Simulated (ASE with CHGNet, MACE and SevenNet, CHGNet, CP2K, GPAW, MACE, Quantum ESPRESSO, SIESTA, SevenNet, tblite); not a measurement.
# Machine-learned potentials runs on random packing of Si51C37H13 (at. %) (71 atoms)

Aim: run random packing of Si51C37H13 (at. %) (71 atoms) in machine-learned potentials and see how near its forces come to a plane-wave reference, and at what cost.

Program: ASE with CHGNet, MACE and SevenNet. Level of theory: the method is named at each step. Results are calculated unless marked as measured.

## 1. The starting structure

The cell holds 71 atoms: 36 Si, 26 C and 9 H. Cell: a = 9.930 Å, b = 9.930 Å, c = 9.930 Å, α = 90.0°, β = 90.0°, γ = 90.0°. 71 atoms (36 Si, 26 C, 9 H) packed at random in a cube at 2.26 g/cm³ and pushed apart as soft spheres; a start for melting by ab initio MD, not an equilibrated structure. Then every atom was moved at random, 0.03 Å r.m.s. a Cartesian component (hydrogen 0.6 of that).

The yardstick, on the same geometry:

* method: Kohn-Sham DFT, PBE, SSSP efficiency 1.3.0 pseudopotentials, plane waves (Quantum ESPRESSO 7.5); sssp-pbe-1.3.0-efficiency, cutoffs 45/360 Ry, Γ point
* r.m.s. force component: 1.405 eV/Å
* longest force: 6.3 eV/Å
* pressure: -6.203 GPa
* time: 98 s on 4 MPI ranks of Arm Neoverse V1, shared host
* CPU time: 6.5 min

## 2. CHGNet r2SCAN potential

Method: machine-learned interatomic potential CHGNet r2SCAN, trained on r2SCAN plane-wave data.

Input file run.py:

```python
import numpy as np
from ase.io import read
import mlip  # loads the published weights by name

atoms = read("structure.xyz")
atoms.calc = mlip.calc("chgnet-r2scan")
energy = atoms.get_potential_energy()
forces = atoms.get_forces()
print(f"energy {energy:.6f} eV")
print("forces (eV/A)")
for i, (a, f) in enumerate(zip(atoms, forces)):
    print(f"{i:4d} {a.symbol:2s} {f[0]:10.5f} {f[1]:10.5f} {f[2]:10.5f}")
stress = -atoms.get_stress(voigt=False) * 160.21766
print("stress (GPa, compression positive)")
for row in stress:
    print(" ".join(f"{x:10.4f}" for x in row))
```

Input file structure.xyz:

```xyz
71
Lattice="9.92950 0.00000 0.00000 0.00000 9.92950 0.00000 0.00000 0.00000 9.92950" Properties=species:S:1:pos:R:3 pbc="T T T"
Si 2.93933 3.56956 8.21239
Si 0.47850 2.58971 4.05600
Si 4.06762 1.52467 7.91500
Si 3.50333 4.32529 4.86009
Si 7.67382 5.60203 8.21199
Si 8.06265 5.52795 2.95422
Si 7.41227 1.66289 7.27832
Si 4.95313 9.67084 0.74451
Si 5.61454 6.96008 9.52259
Si 2.81690 1.02582 5.25390
Si 6.73200 5.08172 0.90160
Si 1.79605 3.40284 6.25340
Si 8.85662 3.59507 2.89157
Si 0.29501 3.62030 9.12332
Si 4.33999 2.80588 0.32807
Si 0.34227 5.99007 0.00328
Si 8.61315 6.24069 5.29401
Si 3.62645 5.45040 7.32211
Si 0.82067 6.78393 7.35746
Si 7.29332 8.64462 0.57412
Si 3.68345 7.53967 8.57968
Si 6.51852 8.36680 3.90577
Si 8.99623 2.14477 0.89018
Si 5.73538 7.93168 1.93933
Si 8.60848 1.45090 2.86546
Si 7.74878 9.42111 2.47672
Si 9.72555 8.15579 3.56777
Si 4.59736 9.63241 4.54503
Si 6.31407 1.67322 9.88065
Si 1.09135 1.59776 7.56400
Si 5.73915 1.84947 5.88720
Si 2.51336 5.65763 9.28925
Si 2.22600 3.59875 2.96793
Si 6.60232 0.80866 4.19511
Si 3.68583 0.44236 2.41197
Si 7.00506 8.72048 8.07576
C 9.88571 5.23255 3.57422
C 0.51365 9.79446 6.73607
C 5.25688 4.13405 6.21249
C 1.65445 0.59885 3.30543
C 7.14984 8.42071 5.91490
C 2.18618 2.78771 0.10942
C 6.10793 3.15053 7.97448
C 7.08708 4.22887 4.17724
C 0.52477 7.20067 1.43084
C 8.09552 0.59289 0.40483
C 9.87916 5.03892 6.19263
C 8.58336 3.00218 8.18648
C 7.64929 3.36878 6.36948
C 5.69010 1.61225 2.32678
C 3.95671 7.80667 3.79664
C 5.52090 2.89693 4.33750
C 5.83070 6.96991 7.49399
C 4.56519 5.18876 0.55466
C 2.84351 8.69973 2.20763
C 1.84887 5.82633 5.21765
[... 11 atom lines left out ...]
H 2.71055 6.53649 3.02482
H 9.08748 7.98262 6.58941
H 1.03932 1.29093 1.18211
H 8.30057 7.22987 2.09383
```

Launch:

```
$ OMP_NUM_THREADS=1 python run.py > output.txt
```

What it wrote:

```text
CHGNet vr2scan initialized with 412,525 parameters
CHGNet will run on cpu
energy -482.095673 eV
forces (eV/A)
   0 Si   -0.52190   -1.49661    2.10061
   1 Si    0.88372   -1.94751    1.03257
   2 Si    1.68537   -0.40702   -0.07600
   3 Si   -0.74802    0.99663    0.57830
   4 Si   -1.37219    0.51184    0.64024
   5 Si   -1.09350    0.77959    0.86944
   6 Si    0.91468    1.32675    1.89514
   7 Si   -0.23188    0.56691   -0.66602
   8 Si    0.12242   -0.73229   -0.28940
   9 Si   -1.55535   -0.92281   -1.44780
  10 Si   -1.35991    0.63109   -0.84592
  11 Si   -1.53278    0.50615   -1.04698
  12 Si   -0.42804    1.12507    0.93780
  13 Si   -0.35716   -1.74073    0.51586
  14 Si   -1.93974    1.36974   -0.00645
  15 Si    0.48248    0.85163    1.29085
  16 Si    1.81595   -0.84544    0.00746
  17 Si    0.70808    0.75709   -2.54369
  18 Si   -0.78596   -0.86399   -2.22941
  19 Si    1.14172    0.95955   -3.11546
  20 Si   -0.38673    0.19830   -0.29328
  21 Si   -0.35298   -0.55219    4.06947
  22 Si    2.20862   -0.91104   -2.57545
  23 Si   -1.79882   -2.65550    0.24498
[...]
63 H     0.86919   -0.32356    0.31409
  64 H     0.34697   -0.27388   -0.16625
  65 H    -0.81263    0.37767   -0.23831
  66 H    -0.14418    0.00186    0.05508
  67 H     1.23716    0.91071    0.35959
  68 H     0.45139   -0.63948   -0.13043
  69 H    -1.09424    0.57956   -0.43969
  70 H    -0.46435   -0.25438    0.56809
stress (GPa, compression positive)
  -13.4259     0.6280    -1.7644
    0.6280   -10.2802    -0.2222
   -1.7644    -0.2222   -12.2421
```

Wall time 5.3 s (1 thread of Arm Neoverse V1, shared host); peak memory 1 GiB.

Banners, paths, timers and routine set-up lines are dropped from the logs unmarked, and long logs keep their key lines alone; longer cuts are marked.

Numbers from this run, and their distance from the reference:

* r.m.s. force component: 1.252 eV/Å
* r.m.s. difference of force components: 744.8 meV/Å
* longest difference of force vectors: 3328 meV/Å
* force difference over r.m.s. force: 53 %
* slope of forces against the reference's: 0.7565
* correlation of force components: 0.8491
* pressure: -11.98 GPa
* pressure difference: -5.78 GPa

Length of the force difference by element (eV/Å):

```
element  atoms  mean  most
      C     26   1.0   2.3
      H      9  0.53   1.1
     Si     36   1.3   3.3
```

Local excerpt of 10 atoms (numbers count through the whole input) about Si25, which bears the longest force; x, y, z are measured from there.

```
atom      x      y      z  distance (Å)  bonds     Fx     Fy  Fz (eV/Å)
Si25   0.00   0.00   0.00          0.00      6   0.37  -2.39       4.49
 C60   0.33  -1.10   1.78          2.12      1  -0.75   0.36      -2.96
Si23   0.39   0.69  -1.98          2.13      5   2.21  -0.91      -2.58
Si13   0.25   2.14   0.03          2.16      6  -0.43   1.13       0.94
Si26  -0.86  -1.96  -0.39          2.17      6   1.98   0.12       0.95
 Si2   1.80   1.14   1.19          2.44      4   0.88  -1.95       1.03
Si34  -2.01  -0.64   1.33          2.49      6   0.37   0.15      -1.51
 C46  -0.51  -0.86  -2.46          2.66      3  -1.20  -0.21      -0.59
 H70   2.36  -0.16  -1.68          2.90      0  -1.09   0.58      -0.44
 C50  -2.92   0.16  -0.54          2.97      1  -0.09  -1.11      -0.22
```

Atoms are counted from 1 here, from 0 in the log.

Forces lie 53 % from the reference's, at 0.012 times its CPU time (on 1 against 4 cores).

## 3. MACE MP-0b3 medium potential

Method: machine-learned interatomic potential MACE MP-0b3 medium, trained on PBE(+U) plane-wave data.

run.py: that of step 2 with these lines changed.

```diff
@@ -5,3 +5,3 @@
 atoms = read("structure.xyz")
-atoms.calc = mlip.calc("chgnet-r2scan")
+atoms.calc = mlip.calc("mace-mp-0b3-medium")
 energy = atoms.get_potential_energy()
```

structure.xyz is that of step 2.

What it wrote:

```text
energy -331.643311 eV
forces (eV/A)
   0 Si   -1.31000   -1.69718    2.27304
   1 Si    0.93226   -2.38937    2.14289
   2 Si    1.34181   -1.03493    0.03727
   3 Si    0.32623    0.57599    0.64095
   4 Si   -0.60972   -0.18472   -0.12312
   5 Si   -1.85322    3.89983   -0.12118
   6 Si    1.49853    1.64389    2.63181
   7 Si    0.31252    1.14367   -1.94214
   8 Si    0.91434   -1.68700    0.12333
   9 Si   -1.13898   -0.11865   -0.48196
  10 Si   -1.23439    0.28656   -0.84007
  11 Si   -1.52390    0.95394   -1.30917
  12 Si   -0.73175   -0.08799    0.62712
  13 Si   -0.63115   -0.95561    0.34557
  14 Si   -2.35607    1.69713    0.45111
  15 Si    0.06052   -0.16747    0.09290
  16 Si    0.91406   -0.72525   -0.28582
  17 Si    1.68248    1.49136   -3.48617
  18 Si   -1.07781   -0.49767   -1.40845
  19 Si    1.71774    0.04658   -3.91835
  20 Si   -1.62342    2.36448   -0.30768
  21 Si    0.31933   -1.36724    5.30084
  22 Si    2.44490   -0.36505   -3.25021
  23 Si   -2.79624   -3.18268    0.01459
[...]
63 H     0.97924   -0.21715    0.73300
  64 H     0.16224   -0.38228   -0.26014
  65 H    -0.62343    0.29132   -0.05137
  66 H    -0.52795    0.22253   -0.23966
  67 H     0.92241    0.64952    0.86932
  68 H     0.64069   -0.81316    0.02894
  69 H    -1.23206    1.05247   -0.47811
  70 H    -0.64780   -0.47514    0.48291
stress (GPa, compression positive)
   -9.0435    -0.0783    -1.7658
   -0.0783    -6.6046    -0.1051
   -1.7658    -0.1051    -6.1837
```

The job ended after 9.5 s (1 thread; peak memory 0.96 GiB).

Compared with the plane-wave run:

* r.m.s. force component: 1.33 eV/Å
* r.m.s. difference of force components: 473.4 meV/Å
* longest difference of force vectors: 1646 meV/Å
* force difference over r.m.s. force: 33.68 %
* slope of forces against the reference's: 0.8909
* correlation of force components: 0.9416
* pressure: -7.277 GPa
* pressure difference: -1.075 GPa

Against the first run (53 %), the force difference from the reference is 34 %, at 2.0 times the CPU time.

## 4. SevenNet 0 potential

Method: machine-learned interatomic potential SevenNet 0, trained on PBE(+U) plane-wave data.

run.py: that of step 3 with these lines changed.

```diff
@@ -5,3 +5,3 @@
 atoms = read("structure.xyz")
-atoms.calc = mlip.calc("mace-mp-0b3-medium")
+atoms.calc = mlip.calc("7net-0")
 energy = atoms.get_potential_energy()
```

structure.xyz is that of step 3.

What it wrote:

```text
energy -332.773468 eV
forces (eV/A)
   0 Si   -0.65541   -1.07983    1.39363
   1 Si    1.21417   -1.62136    2.11408
   2 Si    2.03995   -1.09938   -0.44206
   3 Si    0.39066   -0.02560    0.21219
   4 Si   -0.84669   -0.15102   -0.18341
   5 Si   -1.86659    2.79822    0.22441
   6 Si    1.24636    1.14584    1.64983
   7 Si   -0.28199    0.51481   -1.41429
   8 Si    0.10947   -1.34219    0.58942
   9 Si   -1.26694   -0.55676   -0.73493
  10 Si   -0.67037    0.67543   -0.43742
  11 Si   -0.68065    1.22775   -1.14126
  12 Si   -0.43502   -0.05019    0.37712
  13 Si   -0.67853   -0.36702    0.50504
  14 Si   -1.63038    1.91326    0.43090
  15 Si   -0.35160   -0.07954    0.67588
  16 Si    0.92610    0.18921   -0.04826
  17 Si    1.25108    1.02483   -3.13895
  18 Si   -0.91245   -0.57568   -1.72190
  19 Si    1.17478   -0.59114   -3.53517
  20 Si   -0.89393    1.24848   -0.65936
  21 Si   -0.32359   -1.06933    4.11286
  22 Si    1.86030    0.12960   -2.64871
  23 Si   -2.46960   -2.74533    0.25360
[...]
63 H     0.60392   -0.02773    0.87578
  64 H     0.20784   -0.18725   -0.41271
  65 H    -0.75352    0.20637   -0.07008
  66 H    -0.47981   -0.09866   -0.36518
  67 H     0.98366    0.69296    0.60058
  68 H     0.15385   -0.75368   -0.34171
  69 H    -0.74135    0.43828   -0.52221
  70 H     0.35059   -0.09116   -0.28255
stress (GPa, compression positive)
  -11.1681     1.0730    -1.2530
    1.0730    -8.5235    -0.1486
   -1.2530    -0.1486    -8.9465
```

Elapsed: 9.2 s, on 1 thread; peak memory 0.85 GiB.

Numbers from this run, and their distance from the reference:

```
r.m.s. force component                  : 1.254 eV/Å
r.m.s. difference of force components   : 650.7 meV/Å
longest difference of force vectors     : 2774 meV/Å
force difference over r.m.s. force      : 46.3 %
slope of forces against the reference's : 0.7908
correlation of force components         : 0.8864
pressure                                : -9.546 GPa
pressure difference                     : -3.343 GPa
```

Against the first run (53 %), the force difference from the reference is 46 %, at 1.9 times the CPU time.

## 5. Side by side

Differences are against the plane-wave reference, forces as r.m.s. over components; share is that over the reference's r.m.s. force, slope the least-squares factor from reference forces to these. Total energies of different programs have different zeros and aren't compared.

```
                         run  Δ force, r.m.s. (meV/Å)  share (%)  slope  Δ pressure (GPa)  cores  CPU time  memory (GiB)
                   reference                        -          -      -                 -      4   6.5 min           2.4
     CHGNet r2SCAN potential                      745       53.0  0.756             -5.78      1     4.6 s           1.0
MACE MP-0b3 medium potential                      473       33.7  0.891             -1.07      1     9.1 s          0.96
        SevenNet 0 potential                      651       46.3  0.791             -3.34      1     8.9 s          0.85
```

Times of the machine-learned potentials are mostly Python's start and the loading of weights.

CPU time is summed over cores on a shared host, where runs went side by side, so it is rough. Symmetry, cutoffs, thresholds, outputs and thread counts weren't matched or tuned between programs; memory under MPI is the largest rank's times the ranks.

## 6. What came out

```
nearest in forces : MACE MP-0b3 medium potential, 34 %
its CPU time      : 9.1 s
```

What this shows: Machine-learned potentials differ by 34 % (MACE MP-0b3 medium potential) to 53 % (CHGNet r2SCAN potential); they were trained on other programs' data, some at another functional. Among those trained on PBE data the slope goes as low as 0.79, with a correlation of 0.89, so directions differ as well as sizes. The reference's pressure holds the uncorrected Pulay stress of its 45 Ry basis, so small pressure differences, and their order, may be the reference's own error. The electron count is odd in QE PBE, sssp-1.3.0-efficiency, 45/360 Ry, and they have no spin polarisation, so the unpaired electron is spread evenly over both spins. Machine-learned potentials mimic data converged in k, so the reference's own k-point error enters their differences. The reference's stress is far from hydrostatic: its diagonal is -8.2, -6.3, -4.1 GPa, compression counted positive. The reference's pressure of -6.2 GPa belongs to a cell and atoms that aren't relaxed at this level. The electronic-structure runs sample only Γ, in a cell whose shortest periodic width is 10 Å, which is coarse for a cell with partly filled levels.

[Also dropped from logs without a mark: logging warnings of Python, and SIESTA's first energy breakdown and zero terms.]

[Logs are printed without paths, hosts, clocks, repeated set-up lines and the standing remarks that a program may print on its own settings, such as how far it seeks lower states.]

[Hosts, paths, dates, database ids (printed as entryN), source tags and the programs' standing remarks are cut or masked in the printed files.]
